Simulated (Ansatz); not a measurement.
# Surface energy of Ta(221) slab (24 atoms)

What is the surface energy of this cell, counted against the bulk crystal, and how far does it hang on functional and mesh?

Calculated with Ansatz 0.2.0: Kohn-Sham DFT, PBE, PAW (set soft_2), plane waves; cutoff 420 eV, fermi-dirac smearing of 0.1 eV. Cutoffs: 420 eV for PBE and PBEsol; 500 eV for r2SCAN.

**The cells**

The cell holds 24 atoms: 24 Ta. Cell: a = 7.424 Å, b = 7.424 Å, c = 27.727 Å, α = 90.0°, β = 90.0°, γ = 36.9°. It derives from Ta. The starting structure: Slab of Ta cut on (2 2 1), 12.7 Å thick, 1 x 1 surface cells, both faces free, 15 Å of vacuum; not relaxed. Lattice constants are starting values near those of PBE. Vacuum lies along c.

The bulk reference is Ta2 in a cell of 2 atoms, 18.297 Å³ an atom.

The input of the single point on the relaxed cell:

```yaml
crystal:
  lattice:
    - [7.42375, 0.0, 0.0]
    - [5.939, 4.45425, 0.0]
    - [0.0, 0.0, 27.72667]
  atoms:
    - { symbol: Ta, position: [0.16205, 0.16205, 0.28195] }
    - { symbol: Ta, position: [0.55023, 0.55023, 0.29555] }
    - { symbol: Ta, position: [0.94793, 0.94793, 0.31221] }
    - { symbol: Ta, position: [0.33674, 0.33674, 0.33245] }
    [... 18 atom lines left out ...]
    - { symbol: Ta, position: [0.72755, 0.72755, 0.70445] }
    - { symbol: Ta, position: [0.11573, 0.11573, 0.71805] }
kpoints:
  mp_grid: { grid: [8, 8, 1] }
hamiltonian:
  xc: pbe
scf:
  occupations: { method: fermi_dirac, width: 0.1 }
output:
  forces: true
  populations: true
  dos:
    method: { smearing: { sigma: 0.08 } }
    de: 0.1
    projected: { site_lists: { Ta: [Ta] } }
  eigenvalues: true
  write_density: true
  write_potential: true
  volumetric_format: npy
```

```
        cell  formula                    k-mesh  relaxation steps  gain on relaxing (eV)  free energy, PBE (eV)  time of its runs on this page
Ta(221) slab     Ta24  8×8×1 (relaxed on 5×5×1)                 5                   0.95            -238363.562                           22 s
     bulk Ta      Ta2                  17×17×17                 -                      -             -19864.546                          5.8 s
```

**Surface energy**

The excess is the cell's free energy less 12 times that of the bulk cell. It is divided by twice the area, as the cell holds two faces, so the value is their mean, and they need not be alike (33.07 Å²), with 1 eV/Å² = 16.022 J/m².

```
           level   k-mesh  excess (eV)  surface energy (J/m²)  per area (meV/Å²)
             PBE    8×8×1       10.984                  2.661              166.1
PBE, denser mesh  10×10×1       10.982                  2.660              166.1
          r2SCAN    8×8×1       11.882                  2.879              179.7
          PBEsol    8×8×1       11.991                  2.905              181.3
```

Worked for the first row at PBE: (-238363.562) − 12 × (-19864.546) = 10.984 eV (from unrounded energies).

Then 10.984 / (2 × 33.07) × 16.022 = 2.661 J/m².

**Findings**

At PBE the surface energy is 2.66 J/m². At the same geometries the levels give 2.66 (PBE) to 2.90 J/m² (PBEsol) and the denser mesh leaves it within 0.01 J/m². Relaxing the atoms lowered it by 0.230 J/m² from the start (on the 5×5×1 mesh of the relaxation), and the farthest atom moved 0.32 Å.

Limits: The cell edges were held, so the lattice is the typed one for every functional. Cell and bulk are sampled on unlike meshes, and the error grows with the number of atoms subtracted. These are free energies under a smearing of 0.1 eV, whose entropy term isn't removed. Spin–orbit coupling is left out, which matters for the levels of the heavy elements. In some runs the program notes that positions were snapped to a detected symmetry and the exchange-correlation potential is rough where the density is thin.

[Logs are printed without paths, hosts, clocks, repeated set-up lines and the standing remarks that a program may print on its own settings, such as how far it seeks lower states.]

[Hosts, paths, dates, database ids (printed as entryN), source tags and the programs' standing remarks are cut or masked in the printed files.]
